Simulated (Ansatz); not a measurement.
Reflectivity of HfB2 (P6/mmm) at normal incidence (Ansatz, PBEsol, independent particles, without spin-orbit coupling, line width 0.1 eV (Gaussian), carrier damping 0.05 eV):

| E (eV) | R (%) |
| --- | --- |
| 1.00 | 56.9 |
| 1.25 | 56.3 |
| 1.50 | 56.1 |
| 1.75 | 55.1 |
| 2.00 | 53.2 |
| 2.25 | 51.9 |
| 2.50 | 53.4 |
| 2.75 | 50.3 |
| 3.00 | 47.1 |
| 3.25 | 45.1 |
| 3.50 | 43.4 |
| 3.75 | 42.2 |
| 4.00 | 42.1 |
| 4.25 | 42.2 |
| 4.50 | 40.9 |
| 4.75 | 36.9 |
| 5.00 | 35.2 |

Question: What colour would a polished face show in daylight?

Answer: Light grey: CIE x = 0.316, y = 0.333, luminous reflectivity 52 % under D65, from the mean over the axes.
